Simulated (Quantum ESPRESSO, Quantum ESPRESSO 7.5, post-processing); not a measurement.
# Thickness dependence of 1T-SnSe2

Wanted: polarisability and band edges of 1T-SnSe2, layer by layer.

Calculated with Quantum ESPRESSO 7.5; plane-wave DFT, PBE, GBRV ultrasoft pseudopotentials (geometry by pw.x at PBE-D3(BJ), GBRV ultrasoft).

Report form: the programs' logs are mostly left out.

**1. The starting structure**

The cell holds 3 atoms: 2 Se and 1 Sn. Its edges and angles: a = 3.870 Å, b = 3.870 Å, c = 19.110 Å, α = 90.0°, β = 90.0°, γ = 120.0°. It derives from SnSe2. Vacuum lies along c.

**2. Relaxing cell and ions, 1 layer**

Cell and atoms are relaxed with a D3(BJ) correction; only the in-plane cell moves (cell_dofree = 2Dxy), and the cutoff is raised for the stress.

File n1.relax.in:

```
&control
  prefix = 'n1.relax'
  outdir = './out'
  pseudo_dir = './pseudo'
  nstep = 50
  forc_conv_thr = 0.0004
  calculation = 'vc-relax'
  etot_conv_thr = 1e-06
/
&system
  ibrav = 0
  nat = 3
  ntyp = 2
  ecutwfc = 50
  ecutrho = 250
  vdw_corr = 'grimme-d3'
  dftd3_version = 4
  occupations = 'smearing'
  smearing = 'fd'
  degauss = 0.004
/
&electrons
  conv_thr = 1e-09
  mixing_beta = 0.4
  electron_maxstep = 120
  mixing_mode = 'plain'
/
&ions
/
&cell
  cell_dofree = '2Dxy'
  press_conv_thr = 0.3
/
ATOMIC_SPECIES
  Se  78.9710  se_pbe_v1.uspp.F.UPF
  Sn  118.7100  sn_pbe_v1.4.uspp.F.UPF
CELL_PARAMETERS angstrom
  3.87000000000000 0.00000000000000 0.00000000000000
  -1.93500000000000 3.35151831264578 0.00000000000000
  0.00000000000000 0.00000000000000 19.11048904285239
ATOMIC_POSITIONS crystal
  Se  0.666666666667 0.333333333333 0.444781919549
  Sn  0.000000000000 0.000000000000 0.500000000000
  Se  0.333333333333 0.666666666667 0.555218080451
K_POINTS automatic
  6 6 1 0 0 0
```

Command:

```sh
$ OMP_NUM_THREADS=1 mpirun -n 4 pw.x -nk 2 -in n1.relax.in > n1.relax.out
```

Run time: 2.5 min. Hardware: 4 MPI ranks of Arm Neoverse V2, shared host; peak memory 0.68 GiB.

Step by step:

| step | energy less that of the first step (eV) | largest force (eV/Å) | volume (Å³) |
| --- | --- | --- | --- |
| 1 | 0.0000 | 5.2251 | 247.87 |
| 2 | -1.2818 | 3.6364 | 255.70 |
| 3 | -2.0968 | 2.2584 | 262.22 |
| 4 | -2.5783 | 0.6392 | 268.77 |
| 5 | -2.6215 | 0.2444 | 268.88 |
| 6 | -2.6514 | 0.0069 | 266.95 |
| 7 | -2.6953 | 0.2120 | 262.27 |
| 8 | -2.7462 | 0.3530 | 255.33 |
| 9 | -2.7996 | 0.3674 | 245.10 |
| 10 | -2.8195 | 0.1506 | 239.09 |
| 11 | -2.8219 | 0.0205 | 239.52 |
| 12 | -2.8220 | 0.0002 | 239.92 |
| 13 | -2.8220 | 0.0001 | 239.92 |
| 14 | -2.8097 | 0.0000 | 239.92 |

| cell as run | before | after | change |
| --- | --- | --- | --- |
| a (Å) | 3.870 | 3.807 | -1.6 % |
| b (Å) | 3.870 | 3.807 | -1.6 % |

The atoms that moved most (Å, along periodic axes as changes of fractional coordinates times the final cell, across vacuum about the mean position):

| atom | dx | dy | dz | length |
| --- | --- | --- | --- | --- |
| Se1 | 0.000 | 0.000 | -0.550 | 0.550 |
| Se3 | 0.000 | 0.000 | 0.550 | 0.550 |

The relaxed structure:

```cif
data_structure
_symmetry_space_group_name_H-M 'P 1'
_symmetry_Int_Tables_number 1
_cell_length_a 3.8075
_cell_length_b 3.8075
_cell_length_c 19.1105
_cell_angle_alpha 90.000
_cell_angle_beta 90.000
_cell_angle_gamma 120.000
_cell_volume 239.92
loop_
_atom_site_label
_atom_site_type_symbol
_atom_site_fract_x
_atom_site_fract_y
_atom_site_fract_z
_atom_site_occupancy
Se1 Se 0.66667 0.33333 0.41600 1
Sn2 Sn 0.00000 0.00000 0.50000 1
Se3 Se 0.33333 0.66667 0.58400 1
```

 The last row is no step: it is a fresh SCF in the final cell with a new plane-wave basis, +12 meV from the row before, a sign that the cell is biased by the basis (Pulay stress).

Read from the output:

| Item | Value |
| --- | --- |
| free energy | -3354.8515 eV |
| energy at zero smearing | -3354.8514 eV |
| Fermi energy | -1.502 eV |

**3. Ground state, 1 layer: no field**

The zero-field run is the reference. tefield and dipfield are on already, so that all runs share k-points and boundary.

Level of this step: plane-wave DFT, PBE, GBRV ultrasoft pseudopotentials (Quantum ESPRESSO 7.5).

File n1.f0.in:

```
&control
  prefix = 'n1.f0'
  outdir = './out'
  pseudo_dir = './pseudo'
  calculation = 'scf'
  tprnfor = .true.
  tefield = .true.
  dipfield = .true.
/
&system
  ibrav = 0
  nat = 3
  ntyp = 2
  ecutwfc = 40
  ecutrho = 200
  occupations = 'smearing'
  smearing = 'fd'
  degauss = 0.004
  edir = 3
  emaxpos = 0.97
  eopreg = 0.04
  eamp = 0.0
  nbnd = 17
/
&electrons
  conv_thr = 1e-09
  mixing_beta = 0.4
  electron_maxstep = 120
  mixing_mode = 'plain'
/
ATOMIC_SPECIES
  Se  78.9710  se_pbe_v1.uspp.F.UPF
  Sn  118.7100  sn_pbe_v1.4.uspp.F.UPF
CELL_PARAMETERS angstrom
  3.80745224700000 0.00000000000000 0.00000000000000
  -1.90372612400000 3.29735037000000 0.00000000000000
  0.00000000000000 0.00000000000000 19.11048904300000
ATOMIC_POSITIONS crystal
  Se  0.666666666700 0.333333333300 0.415997193400
  Sn  0.000000000000 0.000000000000 0.500000000000
  Se  0.333333333300 0.666666666700 0.584002806600
K_POINTS automatic
  6 6 1 0 0 0
```

Command:

```sh
$ OMP_NUM_THREADS=1 mpirun -n 4 pw.x -nk 2 -in n1.f0.in > n1.f0.out
```

Wall time 17 s (4 MPI ranks); peak memory 0.51 GiB.

This step gave:

```
free energy                          : -3354.0067 eV
energy at zero smearing              : -3354.0066 eV
Fermi energy                         : -1.501 eV
dipole along the normal              : 0 e·Å
valence top, on the run's zero       : -1.902 eV
conduction bottom, on the run's zero : -1.146 eV
gap by band count                    : 0.7565 eV
```

The run needed 12 iterations to bring the estimated error under 1e-09 Ry; the largest force on any atom, held or free, is 0.09 eV/Å.

**4. Potential by pp.x, 1 layer**

plot_num = 11 writes the bare and Hartree potential. It leaves out exchange and correlation, which fade slowly, so it flattens close to the surface.

File n1.f0.pot.in:

```
&inputpp
  prefix = 'n1.f0'
  outdir = './out'
  filplot = 'n1.f0.pot.dat'
  plot_num = 11
/
```

Command:

```sh
$ OMP_NUM_THREADS=1 mpirun -n 4 pp.x -in n1.f0.pot.in > n1.f0.pot.out
```

The job ended after 1 s (4 MPI ranks; peak memory 0.09 GiB; 3.7 s of CPU time).

Numbers from this step:

- slope of the potential above: 2.69e-5 eV/Å
- upper vacuum line continued to the top atoms, over the valence top: 5.926 eV
- slope of the potential below: -2.53e-5 eV/Å
- lower vacuum line continued to the bottom atoms, over the valence top: 5.926 eV
- vacuum level at the upper face over the valence top of the mesh: 5.926 eV
- vacuum level at the lower face over the valence top of the mesh: 5.926 eV

Electrostatic potential energy of an electron, with the sawtooth; zero at the highest filled level of the SCF mesh. The potential energy, planar mean by z:

z (Å), potential energy, planar mean (eV) and a bar from the least value:
```
        0        5.9 ##############################
        1        5.9 ##############################
        2        5.9 ##############################
        3        5.9 ##############################
        4        5.9 ##############################
        5        5.9 ##############################
        6        5.8 ##############################
        7        3.5 ##########################
        8      -10.7 
        9       -6.4 ########
       10       -7.8 #####
       11      -10.1 #
       12        2.5 ########################
       13        5.7 ##############################
       14        5.9 ##############################
       15        5.9 ##############################
       16        5.9 ##############################
       17        5.9 ##############################
       18        5.9 ##############################
       19        5.9 ##############################
```

**5. Self-consistent run, 1 layer: field 0.1 V/Å**

eamp is the field in Hartree atomic units (1 a.u. = 51.42 V/Å). With dipfield on, it is the field in the vacuum beside an isolated sheet. The run starts from the density of the one before.

n1.f1.in is the input of step 3 with these lines changed:

```diff
@@ -1,3 +1,3 @@
 &control
-  prefix = 'n1.f0'
+  prefix = 'n1.f1'
   outdir = './out'
@@ -21,3 +21,3 @@
   eopreg = 0.04
-  eamp = 0.0
+  eamp = 0.00194469
   nbnd = 17
@@ -29,2 +29,3 @@
   mixing_mode = 'plain'
+  startingpot = 'file'
 /
```

Command:

```sh
$ cp -r out/n1.f0.save out/n1.f1.save
$ OMP_NUM_THREADS=1 mpirun -n 4 pw.x -nk 2 -in n1.f1.in > n1.f1.out
```

Run time: 17 s. Hardware: 4 MPI ranks; peak memory 0.5 GiB.

This step gave:

```
free energy                          : -3354.0086 eV
energy at zero smearing              : -3354.0084 eV
Fermi energy                         : -1.488 eV
dipole along the normal              : 0.03691 e·Å
valence top, on the run's zero       : -1.889 eV
conduction bottom, on the run's zero : -1.132 eV
gap by band count                    : 0.7564 eV
```

**6. Self-consistent run, 1 layer: field −0.1 V/Å**

The field is reversed. With a mirror plane this checks symmetry and convergence alone; for a polar sheet it tests linearity.

n1.f2.in is the input of step 5 with these lines changed:

```diff
@@ -1,3 +1,3 @@
 &control
-  prefix = 'n1.f1'
+  prefix = 'n1.f2'
   outdir = './out'
@@ -21,3 +21,3 @@
   eopreg = 0.04
-  eamp = 0.00194469
+  eamp = -0.00194469
   nbnd = 17
```

Command:

```sh
$ cp -r out/n1.f0.save out/n1.f2.save
$ OMP_NUM_THREADS=1 mpirun -n 4 pw.x -nk 2 -in n1.f2.in > n1.f2.out
```

The job ended after 17 s (4 MPI ranks; peak memory 0.31 GiB).

Numbers from this step:

```
Fermi energy                         : -1.516 eV
dipole along the normal              : -0.03691 e·Å
valence top, on the run's zero       : -1.916 eV
conduction bottom, on the run's zero : -1.160 eV
```

**7. Electrostatic potential, 1 layer**

File n1.f1.pot.in:

```
&inputpp
  prefix = 'n1.f1'
  outdir = './out'
  filplot = 'n1.f1.pot.dat'
  plot_num = 11
/
```

Command:

```sh
$ OMP_NUM_THREADS=1 mpirun -n 4 pp.x -in n1.f1.pot.in > n1.f1.pot.out
```

The job ended after 1 s (4 MPI ranks; peak memory 0.11 GiB; 3.6 s of CPU time).

Numbers from this step:

| Property | Result |
| --- | --- |
| slope of the potential above | 0.1000 eV/Å |
| upper vacuum line continued to the top atoms, over the valence top | 5.821 eV |
| slope of the potential below | 0.09997 eV/Å |
| lower vacuum line continued to the bottom atoms, over the valence top | 6.032 eV |

The slope in the vacuum is 0.100 eV/Å for an applied 0.10 V/Å, as it should be.

**8. Bands along a path, 1 layer: no field**

The density is frozen and the levels are solved along a path.

n1.f0.bands.in is the input of step 6 with these lines changed:

```diff
@@ -1,7 +1,6 @@
 &control
-  prefix = 'n1.f2'
+  prefix = 'n1.f0.bands'
   outdir = './out'
   pseudo_dir = './pseudo'
-  calculation = 'scf'
-  tprnfor = .true.
+  calculation = 'bands'
   tefield = .true.
@@ -21,3 +20,3 @@
   eopreg = 0.04
-  eamp = -0.00194469
+  eamp = 0.0
   nbnd = 17
@@ -25,7 +24,6 @@
 &electrons
-  conv_thr = 1e-09
+  conv_thr = 1e-07
   mixing_beta = 0.4
   electron_maxstep = 120
-  mixing_mode = 'plain'
-  startingpot = 'file'
+  mixing_mode = 'local-TF'
 /
@@ -42,3 +40,7 @@
   Se  0.333333333300 0.666666666700 0.584002806600
-K_POINTS automatic
-  6 6 1 0 0 0
+K_POINTS crystal_b
+4
+  0.0000000000 0.0000000000 0.0000000000 12
+  0.5000000000 0.0000000000 0.0000000000 12
+  0.3333333333 0.3333333333 0.0000000000 12
+  0.0000000000 0.0000000000 0.0000000000 1
```

Command:

```sh
$ cp -r out/n1.f0.save out/n1.f0.bands.save
$ cp out/n1.f0.xml out/n1.f0.bands.xml
$ OMP_NUM_THREADS=1 mpirun -n 4 pw.x -nk 4 -in n1.f0.bands.in > n1.f0.bands.out
```

The job ended after 25 s (4 MPI ranks; peak memory 0.33 GiB).

Numbers from this step:

| Quantity | Value |
| --- | --- |
| dipole along the normal | 0 e·Å |
| valence top, on the run's zero | -1.883 eV |
| conduction bottom, on the run's zero | -1.146 eV |
| gap by band count | 0.7372 eV |

Band numbers count within the set of bands kept for display. The electronic bands at the labelled points (eV, zero at the highest filled level of the SCF mesh; v1 is the highest filled band, c1 the lowest empty one):

| point | v4 | v3 | v2 | v1 | c1 | c2 | c3 | c4 |
| --- | --- | --- | --- | --- | --- | --- | --- | --- |
| Γ | -0.44 | -0.44 | -0.05 | -0.05 | 1.63 | 3.16 | 4.65 | 4.65 |
| halfway | -1.94 | -1.54 | -0.92 | -0.10 | 1.85 | 4.09 | 5.46 | 5.53 |
| M | -2.39 | -2.20 | -0.80 | -0.35 | 0.76 | 4.08 | 5.28 | 5.57 |
| halfway | -3.09 | -2.61 | -0.93 | -0.76 | 1.52 | 5.04 | 5.20 | 5.69 |
| K | -3.69 | -3.33 | -0.92 | -0.92 | 1.76 | 5.17 | 5.17 | 6.58 |
| halfway | -2.83 | -1.50 | -0.96 | -0.54 | 2.19 | 4.69 | 5.03 | 5.61 |
| Γ | -0.44 | -0.44 | -0.05 | -0.05 | 1.63 | 3.16 | 4.65 | 4.65 |

Along this path the valence top lies between Γ and M and the conduction bottom at M.

**9. Polarisability from the dipole between 0 and 0.1 V/A, 1 layer**

This step gave:

| Quantity | Value |
| --- | --- |
| change of slope in the vacuum | 0.09999 eV/Å |
| polarisability a cell | 5.316 Å³ |
| sheet polarisability 4πα/A | 5.321 Å |

Table of change of the potential energy, second field less first by z:

| z (Å) | change of the potential energy, second field less first (eV) |
| --- | --- |
| 0.0 | -0.344 |
| 0.5 | -0.639 |
| 1.0 | -0.589 |
| 1.5 | -0.539 |
| 2.0 | -0.489 |
| 2.5 | -0.439 |
| 3.0 | -0.389 |
| 3.5 | -0.339 |
| 4.0 | -0.289 |
| 4.5 | -0.239 |
| 5.0 | -0.189 |
| 5.5 | -0.141 |
| 6.0 | -0.0946 |
| 6.5 | -0.0544 |
| 7.0 | -0.0259 |
| 7.5 | -0.0121 |
| 8.0 | -0.00665 |
| 8.5 | -0.00560 |
| 9.0 | -0.00516 |
| 9.5 | -6.9e-4 |
| 10.0 | 0.00449 |
| 10.5 | 0.00555 |
| 11.0 | 0.00601 |
| 11.5 | 0.0103 |
| 12.0 | 0.0218 |
| 12.5 | 0.0474 |
| 13.0 | 0.0859 |
| 13.5 | 0.131 |
| 14.0 | 0.180 |
| 14.5 | 0.229 |
| 15.0 | 0.279 |
| 15.5 | 0.329 |
| 16.0 | 0.379 |
| 16.5 | 0.429 |
| 17.0 | 0.479 |
| 17.5 | 0.529 |
| 18.0 | 0.579 |
| 18.5 | 0.610 |
| 19.0 | -0.156 |

**10. Relaxing cell and ions, 2 layers**

Level of this step: plane-wave DFT, PBE-D3(BJ), GBRV ultrasoft pseudopotentials (Quantum ESPRESSO 7.5).

System of this step: 1T-SnSe2, 2 layers, AA stacking. The cell holds 6 atoms: 4 Se and 2 Sn. Cell: a = 3.870 Å, b = 3.870 Å, c = 24.521 Å, α = 90.0°, β = 90.0°, γ = 120.0°. It derives from SnSe2. Vacuum lies along c.

File n2.relax.in:

```
&control
  prefix = 'n2.relax'
  outdir = './out'
  pseudo_dir = './pseudo'
  nstep = 50
  forc_conv_thr = 0.0004
  calculation = 'vc-relax'
  etot_conv_thr = 1e-06
/
&system
  ibrav = 0
  nat = 6
  ntyp = 2
  ecutwfc = 50
  ecutrho = 250
  vdw_corr = 'grimme-d3'
  dftd3_version = 4
  occupations = 'smearing'
  smearing = 'fd'
  degauss = 0.004
/
&electrons
  conv_thr = 1e-09
  mixing_beta = 0.4
  electron_maxstep = 120
  mixing_mode = 'plain'
/
&ions
/
&cell
  cell_dofree = '2Dxy'
  press_conv_thr = 0.3
/
ATOMIC_SPECIES
  Se  78.9710  se_pbe_v1.uspp.F.UPF
  Sn  118.7100  sn_pbe_v1.4.uspp.F.UPF
CELL_PARAMETERS angstrom
  3.87000000000000 0.00000000000000 0.00000000000000
  -1.93500000000000 3.35151831264578 0.00000000000000
  0.00000000000000 0.00000000000000 24.52097808570478
ATOMIC_POSITIONS crystal
  Se  0.666666666667 0.333333333333 0.346641963885
  Sn  0.000000000000 0.000000000000 0.389676320742
  Se  0.333333333333 0.666666666667 0.432710677599
  Se  0.666666666667 0.333333333333 0.567289322401
  Sn  0.000000000000 0.000000000000 0.610323679258
  Se  0.333333333333 0.666666666667 0.653358036115
K_POINTS automatic
  6 6 1 0 0 0
```

Command:

```sh
$ OMP_NUM_THREADS=1 mpirun -n 4 pw.x -nk 2 -in n2.relax.in > n2.relax.out
```

Wall time 12 min (4 MPI ranks); peak memory 0.9 GiB.

The steps of the relaxation (22 of 25):

| step | energy less that of the first step (eV) | largest force (eV/Å) | volume (Å³) |
| --- | --- | --- | --- |
| 1 | 0.0000 | 5.2453 | 318.05 |
| 2 | -2.8122 | 3.3690 | 333.79 |
| 3 | -4.4283 | 1.8341 | 347.70 |
| 4 | -5.0013 | 0.7753 | 355.61 |
| 6 | -5.2107 | 0.0358 | 351.90 |
| 7 | -5.3122 | 0.2241 | 344.36 |
| 8 | -5.4220 | 0.4121 | 333.21 |
| 9 | -5.5055 | 0.4183 | 317.97 |
| 10 | -5.5199 | 0.2140 | 317.50 |
| 11 | -5.5237 | 0.1607 | 318.00 |
| 12 | -5.5268 | 0.1650 | 317.94 |
| 14 | -5.5393 | 0.2320 | 317.29 |
| 15 | -5.5500 | 0.2851 | 316.52 |
| 16 | -5.5646 | 0.3322 | 315.35 |
| 17 | -5.5833 | 0.3591 | 313.69 |
| 18 | -5.6043 | 0.3386 | 311.39 |
| 19 | -5.6188 | 0.2086 | 309.41 |
| 20 | -5.6211 | 0.1004 | 309.25 |
| 22 | -5.6217 | 0.0079 | 309.31 |
| 23 | -5.6217 | 0.0039 | 309.30 |
| 24 | -5.6217 | 0.0019 | 309.30 |
| 25 | -5.6005 | 0.0020 | 309.30 |

| cell as run | before | after | change |
| --- | --- | --- | --- |
| a (Å) | 3.870 | 3.816 | -1.4 % |
| b (Å) | 3.870 | 3.816 | -1.4 % |

The atoms that moved most (Å, along periodic axes as changes of fractional coordinates times the final cell, across vacuum about the mean position):

| atom | dx | dy | dz | length |
| --- | --- | --- | --- | --- |
| Se6 | 0.000 | 0.000 | 0.868 | 0.868 |
| Se1 | 0.000 | 0.000 | -0.868 | 0.868 |
| Sn2 | 0.000 | 0.000 | -0.322 | 0.322 |
| Sn5 | 0.000 | 0.000 | 0.322 | 0.322 |
| Se4 | 0.000 | 0.000 | -0.225 | 0.225 |
| Se3 | 0.000 | 0.000 | 0.225 | 0.225 |

Final coordinates:

```xyz
6
Lattice="3.8164 0.0000 0.0000 -1.9082 3.3051 0.0000 0.0000 0.0000 24.5210" Properties=species:S:1:pos:R:3
Se    1.9082    1.1017    7.6319
Sn    0.0000    0.0000    9.2336
Se    0.0000    2.2034   10.8358
Se    1.9082    1.1017   13.6851
Sn    0.0000    0.0000   15.2873
Se    0.0000    2.2034   16.8891
```

 The last row is no step: it is a fresh SCF in the final cell with a new plane-wave basis, +21 meV from the row before, a sign that the cell is biased by the basis (Pulay stress).

Numbers from this step:

- free energy: -6709.9424 eV
- energy at zero smearing: -6709.9421 eV
- Fermi energy: 0.6952 eV

**11. SCF with pw.x, 2 layers: no field**

Level of this step: plane-wave DFT, PBE, GBRV ultrasoft pseudopotentials (Quantum ESPRESSO 7.5).

File n2.f0.in:

```
&control
  prefix = 'n2.f0'
  outdir = './out'
  pseudo_dir = './pseudo'
  calculation = 'scf'
  tprnfor = .true.
  tefield = .true.
  dipfield = .true.
/
&system
  ibrav = 0
  nat = 6
  ntyp = 2
  ecutwfc = 40
  ecutrho = 200
  occupations = 'smearing'
  smearing = 'fd'
  degauss = 0.004
  edir = 3
  emaxpos = 0.97
  eopreg = 0.04
  eamp = 0.0
  nbnd = 30
/
&electrons
  conv_thr = 1e-09
  mixing_beta = 0.4
  electron_maxstep = 120
  mixing_mode = 'plain'
/
ATOMIC_SPECIES
  Se  78.9710  se_pbe_v1.uspp.F.UPF
  Sn  118.7100  sn_pbe_v1.4.uspp.F.UPF
CELL_PARAMETERS angstrom
  3.81643992000000 0.00000000000000 0.00000000000000
  -1.90821996000000 3.30513392300000 0.00000000000000
  0.00000000000000 0.00000000000000 24.52097808600000
ATOMIC_POSITIONS crystal
  Se  0.666666666700 0.333333333300 0.311239733300
  Sn  0.000000000000 0.000000000000 0.376560604100
  Se  0.333333333300 0.666666666700 0.441900597700
  Se  0.666666666700 0.333333333300 0.558099402300
  Sn  0.000000000000 0.000000000000 0.623439395900
  Se  0.333333333300 0.666666666700 0.688760266700
K_POINTS automatic
  6 6 1 0 0 0
```

Command:

```sh
$ OMP_NUM_THREADS=1 mpirun -n 4 pw.x -nk 2 -in n2.f0.in > n2.f0.out
```

The job ended after 46 s (4 MPI ranks; peak memory 0.43 GiB).

This step gave:

| Quantity | Value |
| --- | --- |
| free energy | -6707.9798 eV |
| energy at zero smearing | -6707.9795 eV |
| Fermi energy | 0.6954 eV |
| valence top, on the run's zero | 0.3624 eV |
| conduction bottom, on the run's zero | 0.9813 eV |
| gap by band count | 0.6190 eV |

**12. Electrostatic potential, 2 layers**

File n2.f0.pot.in:

```
&inputpp
  prefix = 'n2.f0'
  outdir = './out'
  filplot = 'n2.f0.pot.dat'
  plot_num = 11
/
```

Command:

```sh
$ OMP_NUM_THREADS=1 mpirun -n 4 pp.x -in n2.f0.pot.in > n2.f0.pot.out
```

Elapsed: 1.1 s, on 4 MPI ranks; peak memory 0.11 GiB.

This step gave:

```
slope of the potential above                                          : 4.37e-5 eV/Å
upper vacuum line continued to the top atoms, over the valence top    : 5.891 eV
slope of the potential below                                          : -2.82e-5 eV/Å
lower vacuum line continued to the bottom atoms, over the valence top : 5.891 eV
vacuum level at the upper face over the valence top of the mesh       : 5.892 eV
vacuum level at the lower face over the valence top of the mesh       : 5.892 eV
```

(Part 1 of 2 ends here.)

[Logs are printed without paths, hosts, clocks, repeated set-up lines and the standing remarks that a program may print on its own settings, such as how far it seeks lower states.]

[Hosts, paths, dates, database ids (printed as entryN), source tags and the programs' standing remarks are cut or masked in the printed files.]

[Maps of the electrostatic potential energy from Ansatz leave out the sawtooth potential of an applied field or a dipole correction, so their vacuum need not be flat; planar profiles and work functions include it.]
